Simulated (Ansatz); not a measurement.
# Direct or indirect: WS2 (P6_3/mmc)

Space group P6_3/mmc (No. 194). a = 3.180 Å, b = 3.180 Å, c = 12.500 Å, α = 90.00°, β = 90.00°, γ = 120.00°
| atom | site | symmetry | x | y | z |
| --- | --- | --- | --- | --- | --- |
| W | 2c | -6m2 | 0.6667 | 0.3333 | 0.7500 |
| S | 4f | 3m. | 0.6667 | 0.3333 | 0.3750 |

Method: Ansatz, PBE, independent particles, without spin-orbit coupling, line width 0.1 eV (Gaussian). The band structure gives a fundamental gap of 1.07 eV. The spectrum of vertical transitions near the edge:

| E (eV) | Im ε, E ∥ xy | Im ε, E ∥ z |
| --- | --- | --- |
| 0.60 | 0.00 | 0.00 |
| 0.72 | 0.00 | 0.00 |
| 0.84 | 0.00 | 0.00 |
| 0.96 | 0.00 | 0.00 |
| 1.08 | 0.00 | 0.00 |
| 1.20 | 0.00 | 0.00 |
| 1.32 | 0.00 | 0.00 |
| 1.44 | 0.00 | 0.00 |
| 1.56 | 0.01 | 0.00 |
| 1.68 | 0.53 | 0.00 |
| 1.80 | 3.13 | 0.00 |
| 1.92 | 6.22 | 0.00 |
| 2.04 | 6.87 | 0.00 |
| 2.16 | 6.52 | 0.01 |
| 2.28 | 7.36 | 0.03 |
| 2.40 | 10.49 | 0.11 |
| 2.52 | 15.19 | 0.89 |
| 2.64 | 21.65 | 2.54 |
| 2.76 | 23.26 | 2.74 |
| 2.88 | 21.78 | 3.41 |
| 3.00 | 20.44 | 4.20 |

**Question.** Is the gap direct or indirect, and about where do vertical transitions set in?

**Answer.** Indirect, by the band path, whose least direct gap is 1.74 eV. The curves fit this: they stay near zero above 1.07 eV and rise only from about 1.7 eV, though a forbidden direct transition would look alike. Lines are broadened by 0.1 eV, which spreads the edge, and phonons, which would give weak absorption from the fundamental gap up, are left out.
